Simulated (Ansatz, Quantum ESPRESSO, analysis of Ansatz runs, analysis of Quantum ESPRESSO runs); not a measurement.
# Vacancy with four H in Ge: local vibrational mode against experiment (Quantum ESPRESSO), part 2 of 2

How near does this set-up come to the measured local vibrational mode? Subject: vacancy with four H in Ge. Set-up: QE: PBE, GBRV 1.5 PBE, 32-site cell, PBE lattice, k: 2x2x2 shifted, start relaxed with Ansatz. The model is a cell of 32 host atoms with 1 Ge taken out and 4 H put in. The frequencies come from force constants among the defect atom and its neighbours, with the masses of the isotopes named. Other potentials or another program check that the number doesn't hang on one set of files.

Quantum ESPRESSO 7.5; QE: PBE, GBRV 1.5 PBE, 32-site cell, PBE lattice, k: 2x2x2 shifted, start relaxed with Ansatz.

So far. Step 2 (Relaxation, charge 0): Neighbours of the added atoms: H32: Ge22 1.55, H34 1.85, H33 1.85 Å; H33: Ge25 1.55, H34 1.85, H32 1.85 Å; H34: Ge26 1.55, H33 1.85, H32 1.85 Å; H35: Ge31 1.55, H33 1.85, H32 1.85 Å.

## Step 3: Atom Ge22 moved by 0.015 A along x

Force constants come from the forces after small displacements; symmetry gives the rest. One such run is shown.

This step: Quantum ESPRESSO plane-wave DFT, PBE, GBRV 1.5 PBE potentials; single point of a defect supercell.

File pw.in:

```
&CONTROL
  calculation = 'scf'
  prefix = 'pwscf'
  outdir = './tmp'
  pseudo_dir = './pseudo'
  tprnfor = .true.
  disk_io = 'low'
/
&SYSTEM
  ibrav = 0
  nat = 35
  ntyp = 2
  ecutwfc = 45
  ecutrho = 360
  nbnd = 223
  occupations = 'smearing'
  smearing = 'fd'
  degauss = 0.00073499
/
&ELECTRONS
  conv_thr = 1d-10
  electron_maxstep = 100
  mixing_beta = 0.5
/
ATOMIC_SPECIES
Ge    72.6300 ge_pbe_v1.4.uspp.F.UPF
H      1.0080 h_pbe_v1.4.uspp.F.UPF
CELL_PARAMETERS angstrom
  -5.7552129536    5.7552129536    5.7552129536
   5.7552129536   -5.7552129536    5.7552129536
   5.7552129536    5.7552129536   -5.7552129536
ATOMIC_POSITIONS crystal
Ge     0.0000000000    0.0000000000    0.5000000000
Ge    -0.0046596880    0.2477355177    0.2477355177
[... 1 atom line left out ...]
Ge     0.0046596880    0.7523952058    0.7523952058
Ge     0.2477355177   -0.0046596880    0.2477355177
Ge     0.2477355177    0.2477355177   -0.0046596880
[... 15 atom lines left out ...]
Ge     0.2313064529    0.5013031664    0.5013031664
[... 2 atom lines left out ...]
Ge     0.5000000000    0.2313064529    0.5000000000
Ge     0.5000000000    0.5000000000    0.2313064529
[... 4 atom lines left out ...]
Ge     0.7686935471    0.7686935471    0.7686935471
H      0.3863358157    0.5000000000    0.5000000000
H      0.5000000000    0.3863358157    0.5000000000
H      0.5000000000    0.5000000000    0.3863358157
H      0.6136641843    0.6136641843    0.6136641843
K_POINTS automatic
2 2 2 1 1 1
```

Run with:

```console
OMP_NUM_THREADS=1 mpirun -n 2 pw.x -nk 2 -in pw.in > pw.out
```

Output:

```text
[banner, memory and clock lines left out]
          URL

     Message from routine setup:
     using ibrav=0 with symmetry is DISCOURAGED, use correct ibrav instead

     G-vector sticks info

     bravais-lattice index     =            0
     lattice parameter (alat)  =      18.8374  a.u.
     unit-cell volume          =    5145.6564 (a.u.)^3
     number of atoms/cell      =           35
     number of atomic types    =            2
     number of electrons       =       438.00
     number of Kohn-Sham states=          223
     kinetic-energy cutoff     =      45.0000  Ry
     charge density cutoff     =     360.0000  Ry
     scf convergence threshold =      1.0E-10
     mixing beta               =       0.5000
     number of iterations used =            8  plain     mixing
     Exchange-correlation=  SLA  PW   PBX  PBC
                           (   1   4   3   4   0   0   0)

     celldm(1)=  18.837397  celldm(2)=   0.000000  celldm(3)=   0.000000
     celldm(4)=   0.000000  celldm(5)=   0.000000  celldm(6)=   0.000000

     crystal axes: (cart. coord. in units of alat)
               a(1) = (  -0.577350   0.577350   0.577350 )
               a(2) = (   0.577350  -0.577350   0.577350 )
               a(3) = (   0.577350   0.577350  -0.577350 )

     reciprocal axes: (cart. coord. in units 2 pi/alat)
               b(1) = ( -0.000000  0.866025  0.866025 )
               b(2) = (  0.866025 -0.000000  0.866025 )
               b(3) = (  0.866025  0.866025  0.000000 )

     PseudoPot. # 1 for Ge read from file:
     ge_pbe_v1.4.uspp.F.UPF
     Pseudo is Ultrasoft + core correction, Zval = 14.0
     Generated by new atomic code, or converted to UPF format
     Using radial grid of  873 points,  6 beta functions with:
                l(1) =   0
                l(2) =   0
                l(3) =   1
                l(4) =   1
                l(5) =   2
                l(6) =   2
     Q(r) pseudized with  8 coefficients,  rinner =    1.400   1.400   1.400
                                                       1.400   1.400

     PseudoPot. # 2 for H  read from file:
     h_pbe_v1.4.uspp.F.UPF
     Pseudo is Ultrasoft, Zval =  1.0
     Generated by new atomic code, or converted to UPF format
     Using radial grid of  615 points,  2 beta functions with:
                l(1) =   0
                l(2) =   0
     Q(r) pseudized with  8 coefficients,  rinner =    0.700

     atomic species   valence    mass     pseudopotential
     Ge               14.00    72.63000     Ge( 1.00)
     H                 1.00     1.00800     H ( 1.00)

      2 Sym. Ops. (no inversion) found

   Cartesian axes

     site n.     atom                  positions (alat units)
         1        Ge     tau(   1) = (   0.2886751   0.2886751  -0.2886751  )
         2        Ge     tau(   2) = (   0.2887506  -0.0026903  -0.0026903  )
         3        Ge     tau(   3) = (   0.2886751  -0.2886751   0.2886751  )
         4        Ge     tau(   4) = (   0.8661009   0.0026903   0.0026903  )
         5        Ge     tau(   5) = (  -0.0026903   0.2887506  -0.0026903  )
         6        Ge     tau(   6) = (  -0.0026903  -0.0026903   0.2887506  )
         7        Ge     tau(   7) = (   0.5800405   0.2885997  -0.0026903  )
         8        Ge     tau(   8) = (   0.5800405  -0.0026903   0.2885997  )
         9        Ge     tau(   9) = (  -0.2886751   0.2886751   0.2886751  )
        10        Ge     tau(  10) = (   0.2885997   0.5800405  -0.0026903  )
[...]
27        Ge     tau(  27) = (   0.1446552  -0.1457161   0.7230663  )
        28        Ge     tau(  28) = (  -0.1457161   0.7230663   0.1446552  )
        29        Ge     tau(  29) = (  -0.1446552   0.4316342   0.4316342  )
        30        Ge     tau(  30) = (  -0.1457161   0.1446552   0.7230663  )
        31        Ge     tau(  31) = (   0.4438054   0.4438054   0.4438054  )
        32        H      tau(  32) = (   0.3542992   0.2230511   0.2230511  )
        33        H      tau(  33) = (   0.2230511   0.3542992   0.2230511  )
        34        H      tau(  34) = (   0.2230511   0.2230511   0.3542992  )
        35        H      tau(  35) = (   0.3542992   0.3542992   0.3542992  )

     number of k points=     3  Fermi-Dirac smearing, width (Ry)=  0.0007
                       cart. coord. in units 2pi/alat
        k(    1) = (   0.4330127   0.4330127   0.4330127), wk =   0.5000000
        k(    2) = (   0.0000000   0.0000000   0.4330127), wk =   1.0000000
        k(    3) = (   0.4330127   0.0000000   0.0000000), wk =   0.5000000

     Dense  grid:   593593 G-vectors     FFT dimensions: ( 120, 120, 120)

     Smooth grid:   209883 G-vectors     FFT dimensions: (  81,  81,  81)

     Initial potential from superposition of free atoms

     starting charge     437.9729, renormalised to     438.0000
     Starting wfcs are  283 randomized atomic wfcs

     Self-consistent Calculation

     iteration #  1     ecut=    45.00 Ry     beta= 0.50
     Davidson diagonalization with overlap
     ethr =  1.00E-02,  avg # of iterations =  2.0

     Threshold (ethr) on eigenvalues was too large:
     Diagonalizing with lowered threshold

     Davidson diagonalization with overlap
     ethr =  1.55E-04,  avg # of iterations =  2.0

     total energy              =   -6627.70246091 Ry
     estimated scf accuracy    <       0.71744457 Ry

     iteration #  2     ecut=    45.00 Ry     beta= 0.50
     Davidson diagonalization with overlap
     ethr =  1.64E-04,  avg # of iterations =  2.0

     total energy              =   -6627.71547756 Ry
     estimated scf accuracy    <       0.14496387 Ry

     iteration #  3     ecut=    45.00 Ry     beta= 0.50
     Davidson diagonalization with overlap
     ethr =  3.31E-05,  avg # of iterations =  6.0

     total energy              =   -6627.72225111 Ry
     estimated scf accuracy    <       0.04109905 Ry

     iteration #  4     ecut=    45.00 Ry     beta= 0.50
     Davidson diagonalization with overlap
     ethr =  9.38E-06,  avg # of iterations =  3.7

     total energy              =   -6627.72925717 Ry
     estimated scf accuracy    <       0.00187339 Ry

     iteration #  5     ecut=    45.00 Ry     beta= 0.50
     Davidson diagonalization with overlap
     ethr =  4.28E-07,  avg # of iterations =  3.0

     total energy              =   -6627.72956410 Ry
     estimated scf accuracy    <       0.00015546 Ry

     iteration #  6     ecut=    45.00 Ry     beta= 0.50
     Davidson diagonalization with overlap
     ethr =  3.55E-08,  avg # of iterations =  4.0

     total energy              =   -6627.72959828 Ry
     estimated scf accuracy    <       0.00003360 Ry

     iteration #  7     ecut=    45.00 Ry     beta= 0.50
     Davidson diagonalization with overlap
     ethr =  7.67E-09,  avg # of iterations =  3.0

     total energy              =   -6627.72960743 Ry
     estimated scf accuracy    <       0.00000300 Ry

     iteration #  8     ecut=    45.00 Ry     beta= 0.50
     Davidson diagonalization with overlap
     ethr =  6.84E-10,  avg # of iterations =  3.0

     total energy              =   -6627.72960848 Ry
     estimated scf accuracy    <       0.00000032 Ry

     iteration #  9     ecut=    45.00 Ry     beta= 0.50
     Davidson diagonalization with overlap
     ethr =  7.40E-11,  avg # of iterations =  4.7

     total energy              =   -6627.72960867 Ry
     estimated scf accuracy    <       0.00000018 Ry

     iteration # 10     ecut=    45.00 Ry     beta= 0.50
     Davidson diagonalization with overlap
     ethr =  4.16E-11,  avg # of iterations =  3.7

     total energy              =   -6627.72960869 Ry
     estimated scf accuracy    <       0.00000002 Ry

     iteration # 11     ecut=    45.00 Ry     beta= 0.50
     Davidson diagonalization with overlap
     ethr =  4.84E-12,  avg # of iterations =  4.0

     total energy              =   -6627.72960870 Ry
     estimated scf accuracy    <          4.2E-09 Ry

     iteration # 12     ecut=    45.00 Ry     beta= 0.50
     Davidson diagonalization with overlap
     ethr =  9.50E-13,  avg # of iterations =  3.0

     total energy              =   -6627.72960870 Ry
     estimated scf accuracy    <          5.9E-10 Ry

     iteration # 13     ecut=    45.00 Ry     beta= 0.50
     Davidson diagonalization with overlap
     ethr =  1.35E-13,  avg # of iterations =  3.7

     End of self-consistent calculation

          k = 0.4330 0.4330 0.4330 ( 26284 PWs)   bands (ev):

   -17.2631 -17.2617 -17.2615 -17.2608 -17.2584 -17.2584 -17.2575 -17.2561
   -17.2552 -17.2541 -17.2540 -17.2533 -17.2492 -17.2487 -17.2482 -17.2462
   -17.2401 -17.2398 -17.2396 -17.2393 -17.2392 -17.2306 -17.2304 -17.2301
   -17.2236 -17.2222 -17.2219 -17.2216 -17.2214 -17.2149 -17.2139 -17.2133
   -17.2123 -17.1906 -17.1906 -17.1901 -17.1760 -17.1754 -17.1751 -17.1695
   -17.1692 -17.1687 -17.1660 -17.1660 -17.1635 -17.1580 -17.1578 -17.1575
   -17.1567 -17.1564 -17.1560 -17.1458 -17.1451 -17.1306 -17.1293 -17.1291
   -17.1288 -17.1242 -17.1242 -17.1240 -17.1139 -17.1139 -17.1134 -17.1052
   -17.1046 -17.1046 -17.1043 -17.1038 -17.1038 -17.1032 -17.1030 -17.1027
   -17.0933 -17.0927 -17.0926 -17.0918 -17.0917 -17.0914 -17.0838 -17.0836
[...]
6.6565   6.6588   6.6606   8.0651   8.0657   8.0690   8.3066

          k = 0.0000 0.0000 0.4330 ( 26259 PWs)   bands (ev):

[...]
6.1904   6.6362   6.6365   8.2360   8.7737   8.7754   8.9156

          k = 0.4330 0.0000 0.0000 ( 26259 PWs)   bands (ev):

[...]
0.0952   0.5079   0.5104   0.5160   0.5812   0.9949   2.0570   2.0629
     2.1805   2.5574   3.3991   3.4009   3.4296   3.5889   4.0074   4.1123
     4.1132   4.2210   4.5624   4.6055   4.6093   4.7848   4.7867   4.7954
     4.7957   4.8560   4.8607   4.8973   4.9090   5.0142   5.0174   5.0333
     5.1632   5.8238   5.9106   5.9128   5.9887   6.0319   6.0354   6.0525
     6.1853   6.6338   6.6377   8.2350   8.7721   8.7751   8.9152

     the Fermi energy is     7.3668 ev

!    total energy              =   -6627.72960870 Ry
     estimated scf accuracy    <          3.1E-11 Ry
     smearing contrib. (-TS)   =       0.00000000 Ry
     internal energy E=F+TS    =   -6627.72960870 Ry

     The total energy is F=E-TS. E is the sum of the following terms:
     one-electron contribution =   -4520.33675708 Ry
     hartree contribution      =    2651.18494342 Ry
     xc contribution           =   -1810.02766256 Ry
     ewald contribution        =   -2948.55013249 Ry

     convergence has been achieved in  13 iterations

     Forces acting on atoms (cartesian axes, Ry/au):

     atom    1 type  1   force =    -0.00002407   -0.00002972   -0.00003161
     atom    2 type  1   force =     0.00179746    0.00090798    0.00090798
     atom    3 type  1   force =    -0.00002407   -0.00003161   -0.00002972
     atom    4 type  1   force =     0.00007425    0.00018639    0.00018639
     atom    5 type  1   force =    -0.00005561    0.00004250   -0.00020713
     atom    6 type  1   force =    -0.00005561   -0.00020713    0.00004250
     atom    7 type  1   force =     0.00172574    0.00125185   -0.00128056
     atom    8 type  1   force =     0.00172574   -0.00128056    0.00125185
     atom    9 type  1   force =     0.00010661   -0.00002706   -0.00002706
     atom   10 type  1   force =    -0.00004231    0.00020020   -0.00015076
[...]
atom   31 type  1   force =    -0.00009649   -0.00003678   -0.00003678
     atom   32 type  2   force =     0.00300412   -0.00251992   -0.00251992
     atom   33 type  2   force =     0.00006793   -0.00008156   -0.00002959
     atom   34 type  2   force =     0.00006793   -0.00002959   -0.00008156
     atom   35 type  2   force =     0.00003746   -0.00000061   -0.00000061

     Total force =     0.010488     Total SCF correction =     0.000025
```

Elapsed: 13 min, on 2 MPI ranks of Arm Neoverse V2, shared host; peak memory 3.4 GiB; 26 min of CPU time.

At this level the gap is 1.40 eV on the k-mesh of the self-consistent run, which can miss the band edges.

## Step 4: Local vibrational modes

Analysis of the runs above: force constants by central differences of Quantum ESPRESSO plane-wave DFT, PBE, GBRV 1.5 PBE potentials forces among the atoms nearest to a defect, the others at rest.

The modes with the largest weight on the probed atoms (the light atom of a pair), for the masses of each isotope. Modes of the displaced atoms (local only where they lie over the host's phonons):

```csv
isotopes,mode (cm⁻¹),share of the defect atoms
H,2042,0.989
H,2015,0.988
H,2015,0.988
H,2015,0.988
H,540.4,0.991
H,540.4,0.991
H,540.4,0.991
H,526,0.991
H,526,0.991
H,481.5,0.978
H,481.5,0.978
H,481.5,0.978
D,1452,0.978
D,1435,0.975
D,1435,0.975
D,1435,0.975
D,384.3,0.976
D,384.3,0.976
D,384.3,0.976
D,374,0.975
D,374,0.975
D,345.1,0.936
D,345.1,0.936
D,345.1,0.936
```

## Step 5: Summary of results

```yaml
distance_from_the_defect_atom_to_its_nearest_neighbour: 1.545 Å
ge_h_stretch_t2: 2015 cm⁻¹
```

Ge-H stretch, T2: computed 2015 cm⁻¹, measured 2061.5 cm⁻¹; 46 cm⁻¹ (2 %) below the measurement. The computed value is harmonic, while the measured line is the anharmonic fundamental, which for X–H stretches usually lies a few per cent lower. Only the named neighbours move, so modes near the host's band are approximate.

[Logs are printed without paths, hosts, clocks, repeated set-up lines and the standing remarks that a program may print on its own settings, such as how far it seeks lower states.]

[Hosts, paths, dates, database ids (printed as entryN), source tags and the programs' standing remarks are cut or masked in the printed files.]

[For some hosts the program warned that the k-mesh of the response run may be too coarse for force constants and the static dielectric constant; such warnings are not shown here.]
